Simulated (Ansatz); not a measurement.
## Quasi-harmonic thermodynamics of Cu (Copper, Fm-3m)

How much does Cu (Copper) expand with temperature?

Measurements to reproduce:
- heat capacity C_P per formula unit 24.5 J/mol/K near room temperature (given in “High-Throughput Prediction of Finite-Temperature Properties using the Quasi-Harmonic Approximation”, 2016, arXiv:1603.06924)

Main program and level: Ansatz 0.2.0; DFT LDA, scalar-relativistic, plane waves, PAW, in the first sound run; inputs show where later runs differ.

### 1. The starting structure

The structure is cubic, space group Fm-3m (No. 225). Conventional cell: a = 3.615 Å, b = 3.615 Å, c = 3.615 Å, α = 90.00°, β = 90.00°, γ = 90.00°. Nearest to Cu lie 12 Cu at 2.56 Å.

As a file:

```cif
data_structure
_symmetry_space_group_name_H-M 'P 1'
_symmetry_Int_Tables_number 1
_cell_length_a 2.5562
_cell_length_b 2.5562
_cell_length_c 2.5562
_cell_angle_alpha 60.000
_cell_angle_beta 60.000
_cell_angle_gamma 60.000
_cell_volume 11.81
loop_
_atom_site_label
_atom_site_type_symbol
_atom_site_fract_x
_atom_site_fract_y
_atom_site_fract_z
_atom_site_occupancy
Cu1 Cu 0.00000 0.00000 0.00000 1
```

### 2. Probe on a coarse mesh

Before spending time, one coarse run tells the gap and the pressure of the starting cell.

File input.yaml:

```yaml
crystal:
  lattice:
    - [0.0, 1.8075, 1.8075]
    - [1.8075, 0.0, 1.8075]
    - [1.8075, 1.8075, 0.0]
  atoms:
    - { symbol: Cu, position: [0.0, 0.0, 0.0] }
kpoints:
  mp_grid: { grid: [8, 8, 8] }
hamiltonian:
  xc: lda
scf:
  occupations: { method: gaussian, width: 0.1 }
  lower_state_search: "off"
output:
  forces: true
  stress: true
  eigenvalues: true
```

Run with:

```
$ ansatz run input.yaml --threads 8 --pin off --max-ram 16384MiB --backend cpu --events-out ev --progress --plain --runs-dir out
```

Numbers of over 12 decimals in the logs are rounded to 6 here.

The program printed:

```text
Engine: ansatz 0.2.0, aarch64-unknown-linux-gnu
Pseudopotentials: kind: paw
Pseudopotential: Cu, paw, valence charge 19, recommended cutoff 420 eV (normal), Cu.paw.azcp
Functional definition: SPW92
  exchange = slater_x
  correlation = pw_c
Crystal: 1 atoms, lattice volume = 11.810 Å³
Basis set: ecut = 420 eV, 259 PW (Γ)
Bands: 14, of which v1, the nominal top of the filled ones, is band 10 counted from 1 (9 counted from 0)
Symmetry: 48 space group operations
Space group: Fm-3m (ITA 225), of the structure as read, at distance tolerance 2.3e-5 Å
k-points: 29 of 512
Non-local potential: Cu, projectors of the file, l = 0: 3, l = 1: 2, l = 2: 3, l = 3: 1
PAW form: soft (Blöchl's): semilocal exchange-correlation on the pseudo side does not see the compensation charge
PAW frozen core: Cu, regenerated for the run's functional, and the local potential with it (the file was generated under x = pbe(κ = 0.804, μ = 0.219515), c = pbe(β = 0.066725))
PAW one-centre angular grid: Cu, 590 points (default); XC on 64 Gauss nodes
Initial density: superposition of atomic densities (neutral atoms: chi_scale 0, normalization atom), corrected by the library's trained network
Initial wavefunctions: pseudopotential atomic-orbital guess
Functional: x = slater, c = lda
SCF iter   1: F=—  HF=-6555.657970 eV  |F-HF|=—  |Δ(HF+E_count)|=         —  Δρ=2.21e-2  dr2=2.54e-2  ethr=1.77e-3  ⟨swp⟩=5.2  Hψ=2020  notcnv=0
preconditioner: auto → none  [insulator: Δε(μ)=0.234 eV  Ē_g=16.966 eV  σ=0.100 eV  W_gap=0.84  n_scr=0 (ndim 8)  ℏωp=35.8 eV  f_vac=0.000  D(μ)=0.66/eV (n_scr^D=8)  ε∞_Penn≈5.5]
SCF iter   2: F=—  HF=-6555.651432 eV  |F-HF|=—  |Δ(HF+E_count)|=   6.54e-3  Δρ=1.77e-3  dr2=2.88e-4  ethr=1.34e-4  ⟨swp⟩=2.8  Hψ=897  notcnv=0  defer=9
SCF iter   3: F=—  HF=-6555.651398 eV  |F-HF|=—  |Δ(HF+E_count)|=   3.40e-5  Δρ=1.37e-3  dr2=5.91e-5  ethr=1.52e-6  ⟨swp⟩=2.2  Hψ=604  notcnv=0  defer=9
SCF iter   4: F=—  HF=-6555.651432 eV  |F-HF|=—  |Δ(HF+E_count)|=   3.37e-5  Δρ=3.76e-5  dr2=9.38e-8  ethr=3.11e-7  ⟨swp⟩=1.2  Hψ=417  notcnv=0  defer=9
iter 5 did not close the SCF: its close was put off for the readings that it lacked (scf_convergence_deferred on its scf_iter line)
SCF iter   5: F=-6555.651432 eV  HF=-6555.651432 eV  |F-HF|=7.37e-11  |Δ(HF+E_count)|=   1.09e-7  Δρ=4.33e-6  dr2=7.06e-10  ethr=4.94e-10  ⟨swp⟩=2.1  Hψ=637  notcnv=0  defer=9
SCF iter   6: F=-6555.651432 eV  HF=-6555.651432 eV  |F-HF|=0.00e0  |Δ(HF+E_count)|=  1.28e-10  Δρ=2.76e-7  dr2=3.62e-12  ethr=3.71e-12  ⟨swp⟩=3.0  Hψ=1254  notcnv=0
SCF 1 converged in 6 iterations: F = -6555.651432 eV  dr2 = 3.62e-12
  greatest PAW one-centre occupation: 1.000 electrons in one spin orbital (limit 2), on the Cu atom at site 0 (counted from 0), in its partial waves of l = 0
SCF converged after 6 iterations
Free energy (F): -6555.651432 eV
Harris-Foulkes:  -6555.651432 eV  (|F-HF|=0.00e0)
Internal energy: -6555.648320 eV  (E = F + TS)
E sigma→0 (E₀):  -6555.649876 eV
Entropy (-TS):   -0.003112 eV (-3.112 meV/atom)
Fermi energy:    16.261331 eV
--- Per-component energies (eV) ---
  E_band       = -363.727554
  E_kinetic    = 300.495414
  E_local      = -4053.106835  (includes V_loc(G=0)·N_el)
  E_nonlocal   = 394.134558
  E_hartree    = 1781.165829
  E_xc         = -89.101025
  E_vxc        = -115.557597  (∫ρ·V_xc dr)
  E_paw        = -1593.232446  (= ΣΔE_a)
  E_vpaw       = -452.024825  (= ΣTr[D̂ρ^β])
  E_aug_tail   = 0.000220  (compensation charges beyond the density's cutoff)
  E_ewald      = -3296.453696
  E_core_change = 0.449660  (= ΣΔE_core)
  E_smearing   = -0.003112  (= −TS)
  E_closure    = 0.000000  (closes the sum)
  Σ components = -6555.651432   (vs F -6555.651432, Δ=0.00e0)
--- Forces (eV/Å), atoms counted from 1 ---
  atom   1  Cu     0.00000000     0.00000000    -0.00000000
  max |Σ_I F_I| component: 3.90e-32 eV/Å
--- Stress (GPa, compression-positive) ---
      -11.685505       0.000000       0.000000
        0.000000     -11.685505       0.000000
        0.000000      -0.000000     -11.685505
  P = ⅓ Tr σ = -11.6855 GPa (-116.855 kbar)
--- Band table (eV; the first three rows and the last of 29) ---
  k-point 0: bands = [... 6 lower, 13.2976, 13.2976, 14.1473, 14.1473, 39.0454, 41.3311, 41.3311, 41.3311]
  k-point 1: bands = [... 6 lower, 13.3931, 13.3931, 14.1178, 14.1178, 35.0770, 39.5903, 40.1480, 40.1480]
  k-point 2: bands = [... 6 lower, 13.4599, 13.4599, 14.2299, 14.2299, 28.7242, 38.9059, 38.9184, 38.9184]
  k-point 28: bands = [... 6 lower, 12.7842, 14.1040, 14.8671, 22.4975, 22.4975, 24.6902, 24.9537, 44.4847]
```

Elapsed: 0.79 s, on 8 threads of Arm Neoverse V1, shared host; peak memory 0.25 GiB; 1.2 s of CPU time.

This step gave:

```yaml
pressure: -11.69 GPa
volume_per_atom: 11.81 Å³/atom
gap_on_the_k_mesh: 0 eV
```

The start is under -12 GPa at this level and looks like a metal on this mesh.

### 3. A loose first relaxation

The start is far from rest, so a relaxation with loose thresholds first brings it near the minimum.

input.yaml, the sections that differ from step 2:

```yaml
kpoints:
  mp_grid: { grid: [10, 10, 10] }
relax:
  adjacent_minimum: "off"
  f_tol: 0.05
  max_steps: 80
  cell: { stress_tol: 0.5 }
# crystal, hamiltonian, scf, output: as in step 2
```

The program printed:

```text
[...]
Crystal: 1 atoms, lattice volume = 11.810 Å³
Basis set: ecut = 420 eV, 259 PW (Γ)
Bands: 14, of which v1, the nominal top of the filled ones, is band 10 counted from 1 (9 counted from 0)
Symmetry: 48 space group operations
[...]
k-points: 47 of 1000
[...]
SCF iter   1: F=—  HF=-6555.676190 eV  |F-HF|=—  |Δ(HF+E_count)|=         —  Δρ=2.40e-2  dr2=3.09e-2  ethr=1.77e-3  ⟨swp⟩=5.3  Hψ=3280  notcnv=0
[...]
SCF iter   6: F=-6555.668547 eV  HF=-6555.668547 eV  |F-HF|=3.64e-12  |Δ(HF+E_count)|=  2.73e-11  Δρ=5.16e-7  dr2=1.96e-11  ethr=5.44e-12  ⟨swp⟩=2.8  Hψ=2067  notcnv=0
SCF 1 converged in 6 iterations: F = -6555.668547 eV  dr2 = 1.96e-11
[...]
relax step   1: F+E_penalty+E_count = -6555.66854712 eV  Δ(F+E_penalty+E_count) = +0.000e0 eV  max|allowed force component| = 0.000e0 eV/Å  Δτ_max = 0.0000 Å  P = -12.395 GPa  Ω = 11.810 Å³  (6 SCF iters, dr2 threshold 1.00e-7 eV, accepted)
Crystal: 1 atoms, lattice volume = 11.315 Å³
Basis set: ecut = 420 eV, 229 PW (Γ)
[...]
iter 1 solved again at ethr=1.20e-4 eV; its pass at ethr=3.10e-3 eV (dr2=2.29e-2 eV) is discarded
[...]
SCF iter   6: F=-6555.698552 eV  HF=-6555.698552 eV  |F-HF|=9.09e-13  |Δ(HF+E_count)|=  4.50e-10  Δρ=5.20e-7  dr2=1.79e-11  ethr=4.34e-12  ⟨swp⟩=1.3  Hψ=2004  notcnv=0
SCF 2 converged in 6 iterations: F = -6555.698552 eV  dr2 = 1.79e-11
relax step   2: F+E_penalty+E_count = -6555.69855184 eV  Δ(F+E_penalty+E_count) = -3.000e-2 eV  max|allowed force component| = 0.000e0 eV/Å  Δτ_max = 0.0000 Å  P = -6.538 GPa  Ω = 11.315 Å³  energy of the carried Pulay correction = +3.168e-4 eV  (6 SCF iters, dr2 threshold 1.00e-7 eV, accepted)
Crystal: 1 atoms, lattice volume = 10.809 Å³
Basis set: ecut = 420 eV, 181 PW (Γ)
[...]
SCF iter   6: F=-6555.707640 eV  HF=-6555.707640 eV  |F-HF|=3.64e-12  |Δ(HF+E_count)|=   1.99e-9  Δρ=7.12e-7  dr2=3.53e-11  ethr=1.83e-11  ⟨swp⟩=1.9  Hψ=2099  notcnv=0
SCF 3 converged in 6 iterations: F = -6555.707640 eV  dr2 = 3.53e-11
relax step   3: F+E_penalty+E_count = -6555.70764045 eV  Δ(F+E_penalty+E_count) = -9.089e-3 eV  max|allowed force component| = 0.000e0 eV/Å  Δτ_max = 0.0000 Å  P = +1.368 GPa  Ω = 10.809 Å³  energy of the carried Pulay correction = +6.546e-4 eV  (6 SCF iters, dr2 threshold 1.00e-7 eV, accepted)
[...]
relax step   4: F+E_penalty+E_count = -6555.70791093 eV  Δ(F+E_penalty+E_count) = -2.705e-4 eV  max|allowed force component| = 0.000e0 eV/Å  Δτ_max = 0.0000 Å  P = -0.109 GPa  Ω = 10.893 Å³  energy of the carried Pulay correction = +5.973e-4 eV  (6 SCF iters, dr2 threshold 1.00e-7 eV, accepted)
[...]
SCF iter   6: F=-6555.707291 eV  HF=-6555.707291 eV  |F-HF|=9.09e-13  |Δ(HF+E_count)|=  9.09e-13  Δρ=2.77e-9  dr2=1.92e-16  ethr=1.00e-12  ⟨swp⟩=1.3  Hψ=1542  notcnv=0
SCF 5 converged in 6 iterations: F = -6555.707291 eV  dr2 = 1.92e-16
relax step   5: F+E_penalty+E_count = -6555.70729138 eV  Δ(F+E_penalty+E_count) = +6.195e-4 eV  max|allowed force component| = 0.000e0 eV/Å  Δτ_max = 0.0000 Å  P = -0.091 GPa  Ω = 10.893 Å³  stress off target by 9.05e-2 GPa  SCF on the basis re-selected at this cell (its energy is not comparable with the rows above)  (6 SCF iters)
basis re-selected at this cell: Δ(F+E_penalty+E_count) = +6.195e-4 eV, ΔP = +0.019 GPa vs the last step (what re-selecting the basis moved, of the pressure what is left beyond the Pulay correction that the steps carried, after the strain that the cell walked since its last selection, with what the two solves' SCF thresholds leave and, on support functions, any second-order correction that the steps lacked; it is no measure of the basis error at this ecutwfc). This SCF's stress stands 9.05e-2 GPa from its target on what of the cell is left free (relax.cell.stress_tol is 5.00e-1 GPa) and its largest allowed force component is 0.00e0 eV/Å (relax.f_tol is 5.00e-2 eV/Å): [rest of the remark cut]
SCF converged after 6 iterations
Free energy (F): -6555.707291 eV
[...]
Internal energy: -6555.703714 eV  (E = F + TS)
E sigma→0 (E₀):  -6555.705503 eV
Entropy (-TS):   -0.003577 eV (-3.577 meV/atom)
Fermi energy:    18.020242 eV
[...]
--- Stress (GPa, compression-positive) ---
       -0.090501      -0.000000       0.000000
       -0.000000      -0.090501      -0.000000
        0.000000      -0.000000      -0.090501
  P = ⅓ Tr σ = -0.0905 GPa (-0.905 kbar)
--- Band table (eV; the first three rows and the last of 47) ---
  k-point 0: bands = [... 6 lower, 14.8255, 14.8255, 15.7881, 15.7881, 41.5008, 44.4333, 44.4333, 44.4333]
  k-point 1: bands = [... 6 lower, 14.8995, 14.8995, 15.7613, 15.7613, 39.0732, 42.3750, 43.5290, 43.5290]
  k-point 2: bands = [... 6 lower, 15.0112, 15.0112, 15.7841, 15.7841, 33.7994, 41.8370, 42.4022, 42.4022]
  k-point 46: bands = [... 6 lower, 14.6935, 15.8259, 16.6015, 23.1923, 26.1556, 26.5776, 28.0684, 44.5944]
--- Relaxed structure (4 steps of the walk, 4 accepted, 1 SCFs on fresh bases) ---
  F+E_penalty+E_count = -6555.70729138 eV   max|allowed force component| = 0.000e0 eV/Å   (the final SCF, on the basis selected at the relaxed cell)
  cell:  # Å, volume = 10.8933 Å³
    - [0, 1.759448, 1.759448]
    - [1.759448, 0, 1.759448]
    - [1.759448, 1.759448, 0]
  atoms:
    - { symbol: Cu, position: [0.0, 0.0, 0.0] }
```

Wall time 0.91 s (8 threads); peak memory 0.27 GiB; 4.1 s of CPU time.

The steps of the relaxation:

| step | energy less that of the first step (eV) | largest force component (eV/Å) | pressure (GPa) | volume (Å³) |
| --- | --- | --- | --- | --- |
| 1 | 0.0000 | 0.0000 | -12.39 | 11.81 |
| 2 | -0.0300 | 0.0000 | -6.54 | 11.31 |
| 3 | -0.0391 | 0.0000 | 1.37 | 10.81 |
| 4 | -0.0394 | 0.0000 | -0.11 | 10.89 |
| 5* | -0.0387 | 0.0000 | -0.09 | 10.89 |

Relaxation steps marked * repeat the geometry before them on a plane-wave basis chosen anew for their cell, so energy and pressure can jump there.

| conventional cell, symmetrised | before | after | change |
| --- | --- | --- | --- |
| a (Å) | 3.615 | 3.519 | -2.7 % |
| b (Å) | 3.615 | 3.519 | -2.7 % |
| c (Å) | 3.615 | 3.519 | -2.7 % |
| volume (Å³/atom) | 11.81 | 10.89 | -7.8 % |

The relaxed structure:

```xyz
1
Lattice="0.0000 1.7594 1.7594 1.7594 0.0000 1.7594 1.7594 1.7594 0.0000" Properties=species:S:1:pos:R:3 pbc="T T T"
Cu    0.0000    0.0000    0.0000
```

This step gave:

- pressure: -0.09050 GPa
- volume per atom: 10.89 Å³/atom

The relaxation ends with a pressure of -0.09 GPa.

### 4. Relaxation

The vibrations must be taken about the equilibrium of this functional, not about the starting cell, so the structure is relaxed.

input.yaml, the sections that differ from step 3:

```yaml
crystal:
  lattice:
    - [0.0, 1.7594476949, 1.7594476949]
    - [1.7594476949, 0.0, 1.7594476949]
    - [1.7594476949, 1.7594476949, 0.0]
  atoms:
    - { symbol: Cu, position: [0.0, 0.0, 0.0] }
kpoints:
  mp_grid: { grid: [20, 20, 20] }
relax:
  adjacent_minimum: "off"
  f_tol: 0.005
  max_steps: 80
  cell: { stress_tol: 0.05 }
# hamiltonian, scf, output: as in step 3
```

The program printed:

```text
[...]
Crystal: 1 atoms, lattice volume = 10.893 Å³
Basis set: ecut = 420 eV, 181 PW (Γ)
Bands: 14, of which v1, the nominal top of the filled ones, is band 10 counted from 1 (9 counted from 0)
Symmetry: 48 space group operations
[...]
k-points: 256 of 8000
[...]
k-point 2: bands = [... 6 lower, 14.9146, 14.9146, 15.7766, 15.7766, 39.0825, 42.3827, 43.5388, 43.5388]
  k-point 255: bands = [... 6 lower, 14.2516, 15.7500, 16.6185, 24.6303, 24.6303, 26.9127, 27.5417, 47.5240]
--- Relaxed structure (2 steps of the walk, 2 accepted, 1 SCFs on fresh bases) ---
[...]
cell:  # Å, volume = 10.8909 Å³
    - [0, 1.759319, 1.759319]
    - [1.759319, 0, 1.759319]
    - [1.759319, 1.759319, 0]
  atoms:
    - { symbol: Cu, position: [0.0, 0.0, 0.0] }
[key lines of the parts left out:]
SCF converged after 6 iterations
Free energy (F): -6555.722645 eV
Fermi energy:    18.126481 eV
P = ⅓ Tr σ = -0.0473 GPa (-0.473 kbar)
```

It took 1.5 s on 8 threads; peak memory 0.33 GiB.

Little changed from the start: no atom moved by 0.005 Å and no cell edge by 0.1 %.

This step gave:

```
pressure : -0.04725 GPa
```

### 5. Relaxing to small residual forces and stress

The thresholds are tightened for a last relaxation ahead of the phonons, and where mesh or smearing change with them the cell follows.

File input.yaml:

```yaml
crystal:
  lattice:
    - [0.0, 1.7593189915, 1.7593189915]
    - [1.7593189915, 0.0, 1.7593189915]
    - [1.7593189915, 1.7593189915, 0.0]
  atoms:
    - { symbol: Cu, position: [0.0, 0.0, 0.0] }
kpoints:
  mp_grid: { grid: [24, 24, 24] }
hamiltonian:
  xc: lda
scf:
  occupations: { method: methfessel_paxton, width: 0.2 }
  lower_state_search: "off"
output:
  forces: true
  stress: true
  eigenvalues: true
relax:
  adjacent_minimum: "off"
  f_tol: 0.001
  max_steps: 60
  cell: { stress_tol: 0.01 }
```

The program printed:

```text
[...]
Crystal: 1 atoms, lattice volume = 10.891 Å³
Basis set: ecut = 420 eV, 181 PW (Γ)
Bands: 14, of which v1, the nominal top of the filled ones, is band 10 counted from 1 (9 counted from 0)
Symmetry: 48 space group operations
[...]
k-points: 413 of 13824
[...]
k-point 2: bands = [... 6 lower, 14.8956, 14.8956, 15.7848, 15.7848, 39.8796, 42.5242, 43.7477, 43.7477]
  k-point 412: bands = [... 6 lower, 14.2532, 15.7517, 16.6205, 24.6316, 24.6316, 26.9140, 27.5432, 47.5257]
--- Relaxed structure (2 steps of the walk, 2 accepted, 1 SCFs on fresh bases) ---
[...]
cell:  # Å, volume = 10.8905 Å³
    - [0, 1.759298, 1.759298]
    - [1.759298, 0, 1.759298]
    - [1.759298, 1.759298, 0]
  atoms:
    - { symbol: Cu, position: [0.0, 0.0, 0.0] }
[key lines of the parts left out:]
SCF converged after 5 iterations
Free energy (F): -6555.721955 eV
Fermi energy:    18.167019 eV
P = ⅓ Tr σ = -0.0078 GPa (-0.078 kbar)
```

Wall time 2 s (8 threads); peak memory 0.37 GiB.

Little changed from the start: no atom moved by 0.005 Å and no cell edge by 0.1 %.

Numbers from this step:

- pressure: -0.007797 GPa

The residual pressure is -0.0078 GPa, small enough for phonons.

(Part 1 of 4 ends here.)

[Logs are printed without paths, hosts, clocks, repeated set-up lines and the standing remarks that a program may print on its own settings, such as how far it seeks lower states.]

[Hosts, paths, dates, database ids (printed as entryN), source tags and the programs' standing remarks are cut or masked in the printed files.]

[A step with changed settings may run another functional than the one named; its input shows which.]
